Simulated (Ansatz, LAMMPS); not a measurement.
# Structural relaxation of glassy 79TiO2-21SiO2 (mol %) (99 atoms), part 2 of 2

How does glassy 79TiO2-21SiO2 (mol %) (99 atoms) relax, and what do bonds, charges and levels look like afterwards?

Ansatz 0.2.0; Kohn-Sham DFT, PBE, PAW (set soft_2), plane waves.

The cell: 26 Ti, 7 Si and 66 O. The quench rate of 50 K/ps far exceeds what a furnace or splat quench reaches. The network of bonds at the start is that of the classical potential that made the cell. The Brillouin zone is sampled at Γ only, in a cell whose shortest periodic width is 11 Å.

So far, density (g/cm³): step 5 (distances and neighbours after relaxation) 3.07.

## (6) Single point at the relaxed geometry

One more single point at the end of the walk gives the fuller output and checks the residual forces.

Contents of input.yaml:

```yaml
crystal:
  lattice:
    - [11.04811, 0.0, 0.0]
    - [0.0, 11.04811, 0.0]
    - [0.0, 0.0, 11.04811]
  atoms:
    - { symbol: Ti, position: [0.24718, 0.74003, 0.09358] }
    - { symbol: Ti, position: [0.24522, 0.5258, 0.88485] }
    - { symbol: Ti, position: [0.78975, 0.74812, 0.99885] }
    - { symbol: Ti, position: [0.45471, 0.67813, 0.72569] }
    - { symbol: Ti, position: [0.49641, 0.24733, 0.15546] }
    - { symbol: Ti, position: [0.41469, 0.51343, 0.25493] }
    - { symbol: Ti, position: [0.12466, 0.38354, 0.27232] }
    - { symbol: Ti, position: [0.20459, 0.29078, 0.01162] }
    - { symbol: Ti, position: [0.9617, 0.67212, 0.25985] }
    - { symbol: Ti, position: [0.95038, 0.21526, 0.85899] }
    - { symbol: Ti, position: [0.3074, 0.94595, 0.73355] }
    - { symbol: Ti, position: [0.99129, 0.91793, 0.79172] }
    - { symbol: Ti, position: [0.18153, 0.15353, 0.46752] }
    - { symbol: Ti, position: [0.70277, 0.01699, 0.81579] }
    - { symbol: Ti, position: [0.67056, 0.90723, 0.31671] }
    - { symbol: Ti, position: [0.03344, 0.75685, 0.55795] }
    - { symbol: Ti, position: [0.82441, 0.20496, 0.13627] }
    - { symbol: Ti, position: [0.55251, 0.52349, 0.98712] }
    - { symbol: Ti, position: [0.02196, 0.43452, 0.61728] }
    - { symbol: Ti, position: [0.33332, 0.75636, 0.46871] }
    - { symbol: Ti, position: [0.50291, 0.95518, 0.06289] }
    - { symbol: Ti, position: [0.29961, 0.98939, 0.24177] }
    - { symbol: Ti, position: [0.719, 0.53648, 0.66302] }
    - { symbol: Ti, position: [0.32666, 0.22125, 0.7605] }
    - { symbol: Ti, position: [0.00348, 0.92438, 0.1152] }
    - { symbol: Ti, position: [0.90617, 0.01191, 0.48402] }
    - { symbol: Si, position: [0.68799, 0.6152, 0.3675] }
    - { symbol: Si, position: [0.31939, 0.48616, 0.54771] }
    - { symbol: Si, position: [0.96932, 0.61611, 0.81271] }
    - { symbol: Si, position: [0.62233, 0.30475, 0.79884] }
    - { symbol: Si, position: [0.53316, 0.29811, 0.45708] }
    - { symbol: Si, position: [0.81896, 0.28882, 0.4353] }
    - { symbol: Si, position: [0.53416, 0.0327, 0.55848] }
    - { symbol: O, position: [0.18767, 0.42282, 0.56872] }
    - { symbol: O, position: [0.35477, 0.24464, 0.05542] }
    - { symbol: O, position: [0.02676, 0.59885, 0.56644] }
    - { symbol: O, position: [0.99672, 0.74736, 0.74921] }
    - { symbol: O, position: [0.34531, 0.55562, 0.67783] }
    - { symbol: O, position: [0.44696, 0.07011, 0.17023] }
    - { symbol: O, position: [0.06583, 0.03626, 0.45953] }
    - { symbol: O, position: [0.87348, 0.53755, 0.72846] }
    - { symbol: O, position: [0.32096, 0.58892, 0.43574] }
    - { symbol: O, position: [0.89441, 0.05628, 0.12476] }
    - { symbol: O, position: [0.38448, 0.81319, 0.79453] }
    - { symbol: O, position: [0.48404, 0.26426, 0.77184] }
    - { symbol: O, position: [0.90752, 0.38754, 0.50391] }
    - { symbol: O, position: [0.09037, 0.53222, 0.80242] }
    - { symbol: O, position: [0.66963, 0.38166, 0.68156] }
    - { symbol: O, position: [0.19997, 0.79006, 0.55634] }
    - { symbol: O, position: [0.61589, 0.63462, 0.74507] }
    - { symbol: O, position: [0.35482, 0.87482, 0.08176] }
    - { symbol: O, position: [0.42376, 0.56738, 0.89552] }
    - { symbol: O, position: [0.83598, 0.15948, 0.50849] }
    - { symbol: O, position: [0.77641, 0.86555, 0.88308] }
    - { symbol: O, position: [0.57594, 0.00078, 0.92133] }
    - { symbol: O, position: [0.65347, 0.75917, 0.37073] }
    - { symbol: O, position: [0.48832, 0.27707, 0.31638] }
    - { symbol: O, position: [0.21995, 0.68603, 0.94607] }
    - { symbol: O, position: [0.65277, 0.65314, 0.0186] }
    - { symbol: O, position: [0.104, 0.28406, 0.14589] }
    - { symbol: O, position: [0.89343, 0.05828, 0.80384] }
    - { symbol: O, position: [0.8514, 0.27225, 0.29004] }
    - { symbol: O, position: [0.82273, 0.95693, 0.35177] }
    - { symbol: O, position: [0.5741, 0.98521, 0.42455] }
    - { symbol: O, position: [0.46169, 0.74013, 0.57171] }
    - { symbol: O, position: [0.40089, 0.97849, 0.59695] }
    - { symbol: O, position: [0.29353, 0.10361, 0.35984] }
    - { symbol: O, position: [0.10427, 0.27826, 0.39923] }
    - { symbol: O, position: [0.80706, 0.60068, 0.28208] }
    - { symbol: O, position: [0.09684, 0.75792, 0.1646] }
    - { symbol: O, position: [0.72054, 0.58253, 0.50862] }
    - { symbol: O, position: [0.26027, 0.34971, 0.84048] }
    - { symbol: O, position: [0.35532, 0.63799, 0.17214] }
    - { symbol: O, position: [0.13744, 0.95297, 0.73597] }
    - { symbol: O, position: [0.52199, 0.17877, 0.54193] }
    - { symbol: O, position: [0.24897, 0.18255, 0.62016] }
    - { symbol: O, position: [0.62999, 0.40063, 0.9125] }
    - { symbol: O, position: [0.20601, 0.46238, 0.02623] }
    [... 15 atom lines left out ...]
    - { symbol: O, position: [0.04549, 0.53149, 0.26671] }
    - { symbol: O, position: [0.49647, 0.43288, 0.12179] }
    - { symbol: O, position: [0.87721, 0.27745, 0.99908] }
    - { symbol: O, position: [0.14886, 0.99054, 0.17817] }
    - { symbol: O, position: [0.09866, 0.19003, 0.91766] }
    - { symbol: O, position: [0.56306, 0.54783, 0.32784] }
kpoints:
  mp_grid: { grid: [1, 1, 1] }
hamiltonian:
  xc: pbe
scf:
  occupations: { method: gaussian, width: 0.025 }
output:
  forces: true
  stress: true
  populations: true
  dos:
    method: { smearing: { sigma: 0.15 } }
    de: 0.1
    projected: { site_lists: { O: [O], Si: [Si], Ti: [Ti] } }
  eigenvalues: true
  write_density: true
  write_potential: true
  volumetric_format: npy
```

Launch:

```bash
$ ansatz run input.yaml --threads 4 --pin off --max-ram 8192MiB --backend cpu --events-out ev --progress --plain --runs-dir out
```

Elapsed: 29 s, on 4 threads of Arm Neoverse V2, shared host; peak memory 2 GiB.

Read from the output:

```yaml
free_energy: -107013.6387 eV
free_energy_per_atom: -1080.9458 eV/atom
scf_cycles: 12
pressure: -0.5346 GPa
r_m_s_force_component: 0.00438 eV/Å
longest_force: 0.01752 eV/Å
fermi_energy: 5.871 eV
spacing_of_highest_filled_and_lowest_empty_level: 2.932 eV
spilling_of_the_projection: 0.00505
```

Löwdin charges by element and coordination (they lack the spilled electrons, 0.038 e an atom on average):

```tsv
element	coordination	atoms	mean charge (e)	spread	least	most
O	all	66	-0.658	0.063	-0.784	-0.544
O	2	52	-0.646	0.064	-0.784	-0.544
O	3	14	-0.702	0.0321	-0.748	-0.642
Si	all	7	1.69	0.0237	1.66	1.74
Ti	all	26	1.36	0.0221	1.31	1.41
Ti	4	14	1.36	0.015	1.34	1.39
Ti	5	10	1.36	0.0266	1.31	1.41
Ti	6	2	1.38	0.0264	1.35	1.41
```

States in the cell by windows of 1 eV, zero at the Fermi level; the larger projections on atomic orbitals stand beside the total:

```tsv
from (eV)	to (eV)	total	O p	Ti d	O s
-18	-17	73.3	0.2	5.0	62.4
-17	-16	6.9	0.0	0.5	6.1
-16	-11	0.0	0.0	0.0	0.0
-11	-10	0.2	0.1	0.0	0.0
-10	-9	1.8	1.2	0.0	0.1
-9	-8	4.7	3.2	0.2	0.3
-8	-7	7.0	4.6	0.6	0.6
-7	-6	14.8	10.8	1.4	0.3
-6	-5	46.8	33.6	8.3	0.4
-5	-4	110.2	81.7	23.4	0.5
-4	-3	80.1	66.1	10.9	0.7
-3	-2	92.9	83.0	7.3	0.6
-2	-1	37.5	35.1	1.7	0.2
-1	1	0.0	0.0	0.0	0.0
1	2	34.0	3.1	29.7	0.4
2	3	77.6	11.0	61.7	1.8
```

Between -26 and -18 eV lie 52 more states.

About 208 of the 736 electrons lie in deeper levels, below the stored range.

The levels nearest the highest filled one (over half full), pooled over k-points and spins:

```tsv
level less the highest filled one (eV)	occupation
-0.184	2
-0.110	2
-0.109	2
-0.0856	2
-0.0654	2
0	2
2.93	0
2.96	0
3.04	0
3.09	0
3.10	0
3.14	0
```

Valence density in the ac plane at fractional y = 0.289, with atoms of Ti and Si and O within 0.2 Å of it. It is the smooth field of the valence electrons, not physical close to the nuclei.

Ten steps, logarithmic in the rise over the least value, from '0' (0.0 e/Å³) to '9' (9.5 e/Å³), each cell a mean:
```
1112478852221100000000002478742
1122234432110000001111001245432
2122223443210011112222110112343
3111113555321244432233210001344
4310012455433577653123210001345
7520001235543588753223210001467
8520000123432456532233210001478
5420000111111122211222100001246
2100001111000000000111100000122
0000001111000011110000000000000
0000001100001122221111101111110
0011110000001223222333322233221
1245421000001222123566542123221
2478742000000123223567642112211
2589852100001345533344433343210
1356531000002578742111123566410
0123321000002589752000024788520
0122211000001466531000014787520
1245431000001245431100012454210
2478742100011368752221112222100
2589853111232478753332212332100
1367654334565345422232111333210
0123578855675321101111112366531
0012699974554210000000002589852
```
Columns run along a (11.0 Å), rows up along c (11.0 Å). Atoms in or near the plane, at fractional coordinates: Ti at (0.20, 0.01), Si at (0.62, 0.80), Si at (0.53, 0.46), Si at (0.82, 0.44), O at (0.49, 0.32), O at (0.10, 0.15), O at (0.85, 0.29), O at (0.10, 0.40), O at (0.88, 0.00).

Electrostatic potential energy in the ac plane at fractional y = 0.289, with atoms of Ti and Si and O within 0.2 Å of it. With pseudopotentials it is smooth inside the atoms' cores, unlike the true potential.

Ten even steps from '_' (-41 eV) to '@' (12 eV), each cell a mean:
```
@@@@@@%%++::::::==%%@@@@@@@@@@@@@@@@@@@@@@@@@@@@@@%%--..--%%@@
%%@@@@@@%%******##%%@@@@@@@@@@@@@@@@@@@@@@@@@@@@@@@@%%######%%
##%%@@@@@@@@%%%%%%%%@@@@@@@@@@@@@@%%######%%@@@@@@@@@@%%**++**
##%%@@@@@@@@@@##**##%%%%@@@@@@%%%%**::..::**%%@@@@@@@@%%**++++
%%@@@@@@@@@@@@%%##**++**%%##==::====______--##@@@@@@@@%%####**
--%%@@@@@@@@@@%%##====++##**::__--++..__..++%%@@@@@@@@@@%%++::
::##@@@@@@@@@@@@##**++**%%%%**++##%%##****%%@@@@@@@@@@@@@@==..
**@@@@@@@@@@@@@@%%%%%%%%%%@@@@@@@@@@@@@@@@@@@@@@@@@@@@@@@@%%**
@@@@@@@@@@@@@@@@@@@@@@@@@@@@@@@@@@@@@@@@@@@@@@@@@@@@@@@@@@@@@@
@@@@@@@@@@@@@@@@@@@@@@@@@@@@@@@@@@@@@@@@@@@@@@@@@@@@@@@@@@@@@@
@@@@@@@@@@@@@@@@@@@@@@@@@@@@@@%%##%%%%@@@@@@@@@@@@%%@@@@@@@@@@
@@@@@@@@@@@@@@@@@@@@@@@@@@@@##==::::++%%@@@@@@%%**++**%%@@@@@@
@@@@%%%%%%@@@@@@@@@@@@@@@@%%++______::**++==**++..____==%%@@@@
@@%%--..--%%@@@@@@@@@@@@@@%%**..____--**==--++==______::##@@@@
@@##::__..##@@@@@@@@@@@@@@@@##++==++##%%%%%%%%**--..::++%%@@@@
@@@@**==**%%@@@@@@@@@@@@@@%%::__--##@@@@@@@@@@%%%%++==**%%@@@@
@@@@%%%%%%%%@@@@@@@@@@@@@@##..__::##@@@@@@@@@@@@%%--__..##@@@@
@@@@%%####%%@@@@@@@@@@@@@@%%**==**%%@@@@@@@@@@@@%%==..--##@@@@
@@@@%%####%%@@@@@@@@@@@@@@##**++++##%%@@@@@@@@@@@@%%##%%@@@@@@
@@%%--..--%%@@@@@@@@@@@@%%**--::::++%%@@@@@@@@%%%%####%%@@@@@@
@@##..__..##%%@@@@@@@@@@%%**--..::==##@@@@@@@@%%##****##%%@@@@
@@@@**==++******%%%%##**####**==++##%%@@@@@@@@%%%%####%%@@@@@@
@@@@@@%%++::::::==##==--**%%%%%%%%%%@@@@@@@@@@@@@@%%**++##@@@@
@@@@@@##==......--####**%%@@@@@@@@@@@@@@@@@@@@@@@@##..__::##@@
```
Columns run along a (11.0 Å; values clipped at the 3rd and 97th percentile), rows up along c (11.0 Å). Atoms in or near the plane, at fractional coordinates: Ti at (0.20, 0.01), Si at (0.62, 0.80), Si at (0.53, 0.46), Si at (0.82, 0.44), O at (0.49, 0.32), O at (0.10, 0.15), O at (0.85, 0.29), O at (0.10, 0.40), O at (0.88, 0.00).

Mean Löwdin charges: O -0.66, Si +1.69, Ti +1.36 e (they miss 0.51 % of the electrons, so they add up to more than the cell's charge). The largest share in the top eV of filled states is O p (93 % of the projected weight), and in the lowest eV of empty states Ti d (86 % of the projected weight).

Local excerpt of 13 atoms (numbers count through the whole input) about O61, which has 3 bonded neighbours where the commonest count for O is 2; x, y, z are measured from there.

```tsv
atom	x	y	z	distance (Å)	bonds	Löwdin charge (e)
O61	0.00	0.00	0.00	0.00	3	-0.69
Ti12	1.08	-1.55	-0.13	1.90	5	1.34
Ti10	0.63	1.73	0.61	1.94	4	1.34
Ti14	-2.11	-0.46	0.13	2.16	5	1.41
O89	-2.05	1.43	0.23	2.51	2	-0.73
O54	-1.29	-2.13	0.88	2.64	2	-0.69
O83	1.48	-1.67	1.70	2.81	2	-0.55
O91	0.32	-1.76	-2.19	2.83	3	-0.71
O98	2.27	1.46	1.26	2.97	2	-0.60
O74	2.70	-1.16	-0.75	3.03	2	-0.57
O84	0.99	2.82	-0.80	3.10	2	-0.61
O96	-0.18	2.42	2.16	3.25	2	-0.61
O92	-2.86	-0.67	-1.53	3.32	2	-0.69
```

The column of bonds counts only the pairs O-Ti within 2.64 Å, O-Si within 2.08 Å; other neighbours, such as metal atoms beside each other in a compound, aren't counted, and periodic images can show an atom twice.

## (7) Changed: hamiltonian.dispersion = "d4"

Changed here: hamiltonian.dispersion = "d4".

This step: Kohn-Sham DFT, PBE+D4, PAW (set soft_2), plane waves (Ansatz 0.2.0).

Contents of input.yaml:

```yaml
crystal:
  lattice:
    - [11.04811, 0.0, 0.0]
    - [0.0, 11.04811, 0.0]
    - [0.0, 0.0, 11.04811]
  atoms:
    [... the 99 atom lines of step 3 ...]
kpoints:
  mp_grid: { grid: [1, 1, 1], shift: [0.0, 0.0, 0.0] }
hamiltonian:
  xc: pbe
  dispersion: d4
scf:
  occupations: { method: gaussian, width: 0.025 }
output:
  forces: true
  stress: true
  populations: true
  dos:
    method: { smearing: { sigma: 0.1 } }
    de: 0.1
    projected: { site_lists: { O: [O], Si: [Si], Ti: [Ti] } }
  eigenvalues: true
```

It took 29 s on 4 threads; peak memory 2 GiB.

The program notes that the dispersion model switches parameters near this geometry.

Geometry and reference: those of the single point at the start.

Forces differ from those of the single point at the start by 173 meV/Å r.m.s., 16 % of their size; the pressure by +0.16 GPa. It took 1.1 times the reference's time (shared host, so rough). The program warns that the dispersion model switches parameters near this geometry, so part of the change in forces and pressure may be an artefact.

## (8) Outcome

```yaml
energy_change_in_the_relaxation: -74.9 meV/atom
r_m_s_displacement: 0.26 Å
largest_displacement: 0.669 Å
free_energy_per_atom: -1080.9458 eV/atom
pressure: -0.5346 GPa
r_m_s_force_component: 0.00438 eV/Å
spacing_of_highest_filled_and_lowest_empty_level: 2.932 eV
wall_time_of_the_4_dft_runs: 4.1 min
```

Relaxation lowers the energy by 74.9 meV/atom and moves atoms by 0.26 Å r.m.s.; the r.m.s. force component goes from 1.1 to 0.0044 eV/Å, the pressure goes from 5.1 to -0.53 GPa, and the gap from 2.04 to 2.93 eV. By the final cutoffs 0 of 139 bonded pairs parted and 7 joined. First to last step the energy falls by 7.415 eV; the largest move, 0.67 Å, is that of O40. The O-Ti bonds change most in mean length: from 1.859 Å (spread 0.149) to 1.902 Å (spread 0.146), and their number from 111 to 118. Counting bonds as in the table, 79 % of O atoms have 2, all Si atoms have 4 and 54 % of Ti atoms have 4 bonded neighbours. Filled and empty levels are parted by 2.93 eV (at Γ alone); a semilocal functional tends to put such gaps too low. In a disordered cell it changes from sample to sample, and tail or defect levels can set it.

Caveats: The starting topology of bonds comes from the classical model; in DFT 0 of its 139 bonded pairs passed out of the cutoffs and 7 came within them. The stress is far from hydrostatic: its diagonal is -2.8, 1.4, -0.2 GPa, compression counted positive.

[Logs are printed without paths, hosts, clocks, repeated set-up lines and the standing remarks that a program may print on its own settings, such as how far it seeks lower states.]

[Hosts, paths, dates, database ids (printed as entryN), source tags and the programs' standing remarks are cut or masked in the printed files.]
